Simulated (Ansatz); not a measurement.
# CsIn (built on the sites of a database entry of NaB): from the cell to its phonons, part 2 of 2

Wanted: phonon frequencies of CsIn (built on the sites of a database entry of NaB) and what follows from them.

Ansatz 0.2.0; DFT PBEsol, scalar-relativistic, plane waves, PAW.

So far. Step 4 (Relaxing to small forces for the phonons): The forces vanish by symmetry and the pressure is 0.000 GPa, within the tolerances set. The cell now holds 57.80 Å³/atom. The relaxed cell has a = 7.733 Å (conventional setting).

The structure was built from a prototype and need not be the compound's stable phase.

### 5. Linear response at the zone centre

The zone centre comes first: it holds the modes that light can see, as far as symmetry allows. No field response is asked, since the mesh shows no gap.

Contents of input.yaml:

```yaml
crystal:
  lattice:
    - [0.0, 3.8663539638, 3.8663539638]
    - [3.8663539638, 0.0, 3.8663539638]
    - [3.8663539638, 3.8663539638, 0.0]
  atoms:
    - { symbol: Cs, position: [0.0, 0.0, 0.0] }
    - { symbol: In, position: [0.5, 0.5, 0.5] }
kpoints:
  mp_grid: { grid: [8, 8, 8] }
hamiltonian:
  xc: pbesol
scf:
  occupations: { method: methfessel_paxton, width: 0.15 }
output:
  eigenvalues: true
phonons:
  method: dfpt
```

Run with:

```sh
$ ansatz run input.yaml --threads 4 --pin off --max-ram 7168MiB --backend cpu --events-out ev --progress --plain --runs-dir out
```

Numbers of over 12 decimals in the logs are rounded to 6 here.

The log of the run:

```text
[...]
Crystal: 2 atoms, lattice volume = 115.594 Å³
Basis set: ecut = 420 eV, 2229 PW (Γ), exchange–correlation on 80×80×80 points (8 copies of the dense FFT grid, shifted against one another)
Bands: 15, of which v1, the nominal top of the filled ones, is band 11 counted from 1 (10 counted from 0)
Symmetry: 48 space group operations
k-points: 59 of 512 (irreducible under 8 space group operations, time reversal used)
[...]
SCF iter   1: F=—  HF=-11110.326557 eV  |F-HF|=—  |Δ(HF+E_count)|=         —  Δρ=2.59e-3  dr2=1.19e-2  ethr=1.77e-3  ⟨swp⟩=6.8  Hψ=5084  notcnv=0
[...]
SCF iter  10: F=-11110.323278 eV  HF=-11110.323278 eV  |F-HF|=5.46e-12  |Δ(HF+E_count)|=  1.09e-11  S|Δr|=    0.00e0  Δρ=4.67e-8  dr2=2.71e-12  ethr=1.00e-12  ⟨swp⟩=4.5  Hψ=4700  notcnv=0
SCF 1 converged in 10 iterations: F = -11110.323278 eV  dr2 = 2.71e-12
[...]
DFPT response loops at Γ: preconditioner auto → Kerker (q_TF=auto, 2.069 Å⁻¹) (partly filled bands, converged f_vac=0.000); β = 1.00, the filter's whole step (`scf.mixing.beta` (0.50) is not read by the response loops under this deck's `scf.mixing.preconditioner`; to damp them name `kerker` or `kerker_dos`, under which they read `scf.mixing.beta`, and type it under 1.00, their step now; both keys bind the ground state too); Broyden in place of MSR1
SCF converged after 10 iterations
[...]
Free energy (F): -11110.323278 eV
[...]
Internal energy: -11110.324523 eV  (E = F + TS)
E sigma→0 (E₀):  -11110.323589 eV
Entropy (-TS):   0.001244 eV (0.622 meV/atom)
Fermi energy:    4.267379 eV
[...]
--- Band table (eV; the first three rows and the last of 59) ---
  k-point 0: bands = [... 7 lower, -5.2278, -5.2278, -1.3894, 5.8248, 5.8248, 5.8248, 6.9877, 6.9877]
  k-point 1: bands = [... 7 lower, -5.2281, -5.2281, -1.2723, 5.0264, 5.5052, 5.5052, 6.9476, 7.1876]
  k-point 2: bands = [... 7 lower, -5.2288, -5.2288, -0.9753, 4.0043, 5.0158, 5.0158, 6.9627, 7.6503]
  k-point 58: bands = [... 7 lower, -5.3520, -5.3117, -0.7228, 4.2418, 4.2923, 4.2923, 7.6700, 7.6700]
--- Phonons (Γ-DFPT): 2 representative perturbations + reference, on 59 of 512 k-points (Σ response iterations 6) ---
  k mesh reduced under 8 symmetry operations, with k and −k counted as one. Each operation leaves every solved perturbation unchanged. A smaller set is not used because it would not reduce the number of displacements times k-points to solve
  ASR residual: 1.072e-4 → 0.000e0 eV/Å²; symmetrization residual: 5.411e-5 eV/Å²
  ASR residual per site (eV/Å²): 3.93e-5 1.07e-4
  Γ frequencies (cm⁻¹): 0.00 0.00 0.00 62.11 62.11 62.11
  non-analytic LO–TO correction: not included (Born effective charges unavailable; polar crystals: no LO–TO splitting at Γ)
```

Elapsed: 7.1 s, on 4 threads of Arm Neoverse V2, shared host; peak memory 0.79 GiB.

Reading the cycles: dr2 is the Hartree energy of the density residual (eV), the measure of convergence; HF is the Harris–Foulkes estimate of the energy, which meets the free energy F at convergence.

This step gave:

* sum-rule residual before enforcement: 1.07e-4 eV/Å²
* point group: m-3m
* highest optical mode at the zone centre (no LO-TO term): 62.11 cm⁻¹
* lowest optical zone-centre mode: 62.11 cm⁻¹

Patterns of degenerate modes are one choice out of their space. Modes at Γ, with each element's share of the kinetic energy:

```tsv
mode	frequency (cm⁻¹)	symmetry	Cs %	In %
1	0.0	acoustic	54	46
2	0.0	acoustic	54	46
3	0.0	acoustic	54	46
4	62.1	T1u	46	54
5	62.1	T1u	46	54
6	62.1	T1u	46	54
```

Displacements in mode 6 (62.1 cm⁻¹), the largest set to 1:
```
Cs1  0.00  0.00 -0.86
In2  0.00  0.00  1.00
```

Before it was imposed, the acoustic sum rule was missed by 1.1e-4 eV/Å². Small misses are needed for a sound result but don't prove that mesh and cutoff are converged. The lowest optical mode is real, 62.1 cm⁻¹.

### 6. The dispersion

Stability and thermal properties need the whole zone. Linear response on a 2×2×2 q mesh gives force constants as far as a supercell of that size would.

Edit input.yaml of step 5 so:

```diff
@@ -18 +18,8 @@
   method: dfpt
+  qmesh: [2, 2, 2]
+  temperatures: { t_max: 1000, t_step: 50 }
+  qpath:
+    path:
+      - [[0.0, 0.0, 0.0], [0.5, 0.0, 0.5], [0.625, 0.25, 0.625]]
+      - [[0.375, 0.375, 0.75], [0.0, 0.0, 0.0], [0.5, 0.5, 0.5], [0.5, 0.25, 0.75], [0.5, 0.0, 0.5]]
+    npoints: 10
```

The log of the run:

```text
[...]
Crystal: 2 atoms, lattice volume = 115.594 Å³
Basis set: ecut = 420 eV, 2229 PW (Γ), exchange–correlation on 80×80×80 points (8 copies of the dense FFT grid, shifted against one another)
Bands: 15, of which v1, the nominal top of the filled ones, is band 11 counted from 1 (10 counted from 0)
Symmetry: 48 space group operations
k-points: 29 of 512
[...]
SCF iter   1: F=—  HF=-11110.326556 eV  |F-HF|=—  |Δ(HF+E_count)|=         —  Δρ=2.58e-3  dr2=1.19e-2  ethr=1.77e-3  ⟨swp⟩=6.6  Hψ=2462  notcnv=0
[...]
SCF iter  10: F=-11110.323278 eV  HF=-11110.323278 eV  |F-HF|=7.28e-12  |Δ(HF+E_count)|=  9.09e-12  S|Δr|=    0.00e0  Δρ=4.53e-8  dr2=2.62e-12  ethr=1.00e-12  ⟨swp⟩=4.5  Hψ=2301  notcnv=0
SCF 1 converged in 10 iterations: F = -11110.323278 eV  dr2 = 2.62e-12
[...]
SCF iter   6: F=-11110.323278 eV  HF=-11110.323278 eV  |F-HF|=7.28e-12  |Δ(HF+E_count)|=  3.46e-11  S|Δr|=    0.00e0  Δρ=1.24e-7  dr2=8.25e-12  ethr=1.00e-12  ⟨swp⟩=2.0  Hψ=1218  notcnv=0
SCF 2 converged in 6 iterations: F = -11110.323278 eV  dr2 = 8.25e-12
phonons: the bands overlap, so this run is a metal and interpolates without the dipole-dipole term. If the crystal is really an insulator or semiconductor, its LO-TO splitting is missing
NSCF: frozen V_eff on 29 k-points
[...]
DFPT response loops at q = (0, 0, 0) (fractional): preconditioner auto → Kerker (q_TF=auto, 2.069 Å⁻¹) (partly filled bands, converged f_vac=0.000); β = 1.00, the filter's whole step (`scf.mixing.beta` (0.50) is not read by the response loops under this deck's `scf.mixing.preconditioner`; to damp them name `kerker` or `kerker_dos`, under which they read `scf.mixing.beta`, and type it under 1.00, their step now; both keys bind the ground state too); Broyden in place of MSR1
[...]
SCF converged after 10 iterations
[...]
Free energy (F): -11110.323278 eV
[...]
Internal energy: -11110.324523 eV  (E = F + TS)
E sigma→0 (E₀):  -11110.323589 eV
Entropy (-TS):   0.001244 eV (0.622 meV/atom)
Fermi energy:    4.267379 eV
[...]
--- Band table (eV; the first three rows and the last of 29) ---
  k-point 0: bands = [... 7 lower, -5.2278, -5.2278, -1.3894, 5.8248, 5.8248, 5.8248, 6.9877, 6.9877]
  k-point 1: bands = [... 7 lower, -5.2281, -5.2281, -1.2723, 5.0264, 5.5052, 5.5052, 6.9476, 7.1876]
  k-point 2: bands = [... 7 lower, -5.2288, -5.2288, -0.9753, 4.0043, 5.0158, 5.0158, 6.9627, 7.6503]
  k-point 28: bands = [... 7 lower, -5.3520, -5.3117, -0.7228, 4.2418, 4.2923, 4.2923, 7.6700, 7.6700]
--- Phonons (Γ-DFPT): 2 representative perturbations + reference (Σ response iterations 6) ---
  ASR residual: 1.115e-4 → 0.000e0 eV/Å²; symmetrization residual: 5.406e-5 eV/Å²
  ASR residual per site (eV/Å²): 4.09e-5 1.12e-4
  Γ frequencies (cm⁻¹): 0.00 0.00 0.00 62.11 62.11 62.11
--- Phonons (arbitrary-q DFPT): 3 irreducible q on the 2×2×2 mesh ---
  q = [0.0000, 0.0000, 0.0000] (star 1, of the zone-centre solve; hermiticity 1.24e-4, symmetrization 2.49e-11): 0.00 0.00 0.00 62.11 62.11 62.11
  q = [0.0000, 0.0000, -0.5000] (star 4, 2 solved perturbations on 150 of 512 k-point pairs; hermiticity 4.35e-13, symmetrization 7.33e-12): -15.64 40.56 40.56 42.44 42.44 47.10
  q = [0.0000, -0.5000, -0.5000] (star 3, 4 solved perturbations in 308 linear systems a pass and spin channel, the states on 95 of 512 k-point pairs; hermiticity 1.23e-4, symmetrization 9.46e-13): -51.21 -29.38 -29.38 65.28 65.28 65.89
  sum rule: each row above includes the acoustic sum rule's correction from the zone centre's row sums; it moved no ω² by more than (0.51 cm⁻¹)²
  mesh force constants: q→R imaginary residual 8.29e-17; ASR residual 1.115e-4 → 0.000e0 eV/Å²; symmetrization residual 9.992e-16 eV/Å²
  interpolated dispersion: 62 rows × 6 modes
  density of states and harmonic sums: on the 14×14×14 q-mesh, interpolated from the force constants of a 2×2×2 supercell (no non-analytic term)
  largest difference from the sums on the solved wave vectors: F 9.62e-2 eV, S 1.13e-4 and C_V 1.76e-5 eV/K
  zero-point energy: 0.012370 eV/cell   skipped modes (ω ≤ 0): 186, of them read as no rigid motion or as one in doubt: 183 (1.809e0 modes/cell left out, lowest -51.21 cm⁻¹)   left out of the sums: 3.02e-1 of the cell's modes: C_V's classical limit lies that fraction below 3 k_B per atom; for a crystal, a wire or a layer, F and S can be off by more, and a phonons.interpolated_qmesh denser along its periods is the remedy for the sampling
```

Run time: 32 s. Hardware: 4 threads; peak memory 1.1 GiB.

Numbers from this step:

| Item | Value |
| --- | --- |
| sum-rule residual before enforcement | 1.12e-4 eV/Å² |
| lowest frequency on the path | -51.21 cm⁻¹ |
| highest frequency on the path or at a solved wavevector | 65.9 cm⁻¹ |
| lowest mode on the q mesh (acoustic modes at Γ apart) | -51.21 cm⁻¹ |

Frequencies (cm⁻¹) solved at each irreducible wavevector; negative means imaginary. Frequencies by wavevector, by row:

```tsv
q in reciprocal lattice units	star	mode 1	mode 2	mode 3	mode 4	mode 5	mode 6
0 0 0	1	0	0	0	62.1	62.1	62.1
0 0 -0.5	4	-15.6	40.6	40.6	42.4	42.4	47.1
0 -0.5 -0.5	3	-51.2	-29.4	-29.4	65.3	65.3	65.9
```

Interpolated from a 2×2×2 q mesh. Phonon branches along the path, in cm⁻¹:

```tsv
point	branch 1	branch 2	branch 3	branch 4	branch 5	branch 6
Γ	0	0	0	62	62	62
halfway	-21	-21	21	48	64	64
X	-51	-29	-29	65	65	66
halfway	-50	-28	-26	64	64	66
U	-46	-23	-14	58	60	65
jump to K	-46	-23	-14	58	60	65
halfway	-25	23	35	47	48	63
Γ	0	0	0	62	62	62
halfway	-3	22	22	54	56	56
L	-16	41	41	42	42	47
halfway	-33	-23	36	44	58	60
W	-41	-41	39	43	65	65
halfway	-48	-33	-11	59	65	66
X	-51	-29	-29	65	65	66
```

The phonon branches as a text plot (rows in cm⁻¹):

```
     63 |*********************************             **********
     59 | **     *       ***      ***    ****        ***     *
     54 |       *          **    ***        ***    ***      *
     49 |   *  *            *** **            ******
     44 |    **                *                ************
     39 |                      *                ***    ****
     34 |    **              ** *              *  *****    *
     29 |   *                    *            *    *
     24 |                   *  **            *              *
     20 |  *   *                 ***       **       *
     15 |                  * **   ***     *                  *
     10 | *                         **   *
      5 |                            *  ****
      0 |*                            ***
     -5 | *                 *        *      **
    -10 |  *                        *         *      *
    -15 |   *             **      **           ***
    -19 |    ****        *       *                **          *
    -24 |       **     ****     *                   * *
    -29 |         ******       *                     * *       **
    -34 |                    **                       ***   ***
    -39 |        *          *                           ****
    -44 |         **      **                               **
    -49 |           ******                                   ****
         Γ           X  U|K            Γ         L        W     X
```

The phonon density of states has structure finer than the step of the table below, so its rows give means over 2.5 cm⁻¹, whole bins alone (the curve runs from -51.5 to 66.5 cm⁻¹). Peaks (cm⁻¹: height): -28.50: 0.0714, 34.50: 0.0667, 45.50: 0.138, 63.50: 0.285.

Tetrahedra on a 14×14×14 mesh, mean over bins of 1 cm-1. Interpolated from a 2×2×2 q mesh. Phonon density of states against wavenumber; means over each step:

```tsv
wavenumber (cm⁻¹)	phonon density of states (1/cm⁻¹/cell)
-50.0	0.00707
-47.5	0.0166
-45.0	0.0232
-42.5	0.0297
-40.0	0.0366
-37.5	0.0399
-35.0	0.0458
-32.5	0.0523
-30.0	0.0636
-27.5	0.0687
-25.0	0.0615
-22.5	0.0548
-20.0	0.0472
-17.5	0.0406
-15.0	0.0337
-12.5	0.0263
-10.0	0.0202
-7.5	0.0178
-5.0	0.0163
-2.5	0.0159
0.0	0.0157
2.5	0.0153
5.0	0.0158
7.5	0.0167
10.0	0.0182
12.5	0.0204
15.0	0.0236
17.5	0.0283
20.0	0.0313
22.5	0.0319
25.0	0.0323
27.5	0.0377
30.0	0.0487
32.5	0.0580
35.0	0.0604
37.5	0.0259
40.0	0.00221
42.5	0.00777
45.0	0.106
47.5	0.103
50.0	0.0891
52.5	0.0922
55.0	0.101
57.5	0.120
60.0	0.160
62.5	0.253
65.0	0.163
```

Phonopy on the run's constants, 13x13x13 mesh, Gaussian sigma 2.0 cm-1. Interpolated from a 2×2×2 q mesh. Table of partial phonon density of states by wavenumber; read off at these points; values in 1/cm⁻¹/cell:

```tsv
wavenumber (cm⁻¹)	Cs	In
-60.0	0	0
-55.0	6.3e-5	1.6e-4
-50.0	0.00262	0.00628
-45.0	0.00729	0.0162
-40.0	0.0118	0.0240
-35.0	0.0168	0.0317
-30.0	0.0239	0.0388
-27.6	0.0263	0.0427
-25.0	0.0237	0.0387
-20.0	0.0164	0.0282
-15.0	0.0190	0.0297
-10.0	0.00897	0.0141
-5.0	0.00224	0.00295
0.0	8.0e-4	0.00103
5.0	0.00430	0.00555
10.0	0.00448	0.00723
15.0	0.0118	0.0200
20.0	0.0128	0.0248
25.0	0.0126	0.0222
30.0	0.0121	0.0250
34.2	0.0171	0.0444
35.0	0.0164	0.0433
40.0	0.00830	0.00929
45.0	0.0734	0.0121
45.6	0.0766	0.0133
50.0	0.0616	0.0267
55.0	0.0628	0.0394
60.0	0.0967	0.0703
63.0	0.124	0.0886
65.0	0.0902	0.0612
70.0	0.00192	0.00114
75.0	0	0
```

Second derivatives of the energy by pair, one row for each kind of neighbour of each atom listed. Each entry sums the pair over the periodic images of the supercell that the q mesh stands for, and in a polar crystal it holds the long-range dipole part too. Force constants by pair, by row:

```tsv
atom	neighbour	distance (Å)	third of the trace (eV/Å²)	along the pair's line (eV/Å²)
Cs1	itself	0	0.9562	–
Cs1	In	3.866	-0.1466	-0.5779
Cs1	Cs	5.468	-0.015	-0.0692
Cs1	In	6.697	0.0028	0.0028
In2	itself	0	0.451	–
In2	Cs	3.866	-0.1466	-0.5779
In2	In	5.468	0.0667	0.2762
In2	Cs	6.697	0.0028	0.0028
```

Symmetry leaves 3 wavevectors to solve. The lowest mode among them, the acoustic zeros apart, lies at q = (0, -0.5, -0.5) and is imaginary, 51.2i cm⁻¹, so the energy falls along it.

### 7. Another isotope

An isotope changes the mass and not the force constants, so no new electronic calculation is needed; the shifts show which modes move this element.

The same force constants with the mass of In changed from 114.818 to 112.904 u (phonopy, no LO-TO term). Both lists are sorted by frequency; levels can cross, so a row need not hold one and the same mode. Modes under 3 cm⁻¹ are left out. Isotope shifts, by row:

```tsv
q	rank	natural mass (cm⁻¹)	changed mass (cm⁻¹)
0 0 0	4	62.11	62.39
0 0 0	5	62.11	62.39
0 0 0	6	62.11	62.39
0 0 -0.5	1	-15.64	-15.77
0 0 -0.5	2	40.56	40.9
0 0 -0.5	3	40.56	40.9
0 0 -0.5	4	42.44	42.44
0 0 -0.5	5	42.44	42.44
0 0 -0.5	6	47.1	47.1
0 -0.5 -0.5	1	-51.21	-51.52
0 -0.5 -0.5	2	-29.38	-29.51
0 -0.5 -0.5	3	-29.38	-29.51
0 -0.5 -0.5	4	65.28	65.54
0 -0.5 -0.5	5	65.28	65.54
0 -0.5 -0.5	6	65.89	66.05
```

A mode of this element alone would shift by +0.84 %. The highest zone-centre frequency without the field goes from 62.1 to 62.4 cm⁻¹ (+0.5 %). The product of the frequency ratios over all optical modes at Γ is 1.014; the product rule, (m/m′)^(3k/2) (M′/M)^(3/2) with k = 1 such atoms and M the mass of the cell, gives 1.014.

### 8. Summary of results

* space group after relaxation (within 0.01 Å): Fm-3m
* volume per atom: 57.8 Å³
* electronic character: no gap on this mesh
* highest optical mode at the zone centre (no LO-TO term): 62.1 cm⁻¹
* lowest optical zone-centre mode: 62.1 cm⁻¹
* lowest mode on the q mesh (acoustic modes at Γ apart): -51.2 cm⁻¹
* highest frequency on the path or at a solved wavevector: 65.9 cm⁻¹
* imaginary modes on the 2×2×2 q mesh: yes

In words: Modes are clearly imaginary (beyond 10i cm⁻¹) at 2 of the 3 irreducible wavevectors, most at q = (0, -0.5, -0.5) (51.2i cm⁻¹), so this structure is not a minimum of the energy. The optical modes at Γ form one degenerate level at 62 cm⁻¹. With no gap, or one that is small against the smearing, the frequencies hang on the k mesh and the smearing, most of all near Kohn anomalies. Spin-orbit coupling is left out, which can matter for the heavy elements here. The starting cell was built on a prototype and not taken from a measurement, so the phase need not exist. These are harmonic frequencies at zero temperature: anharmonic shifts, linewidths and thermal expansion are left out.

[Logs are printed without paths, hosts, clocks, repeated set-up lines and the standing remarks that a program may print on its own settings, such as how far it seeks lower states.]

[Hosts, paths, dates, database ids (printed as entryN), source tags and the programs' standing remarks are cut or masked in the printed files.]
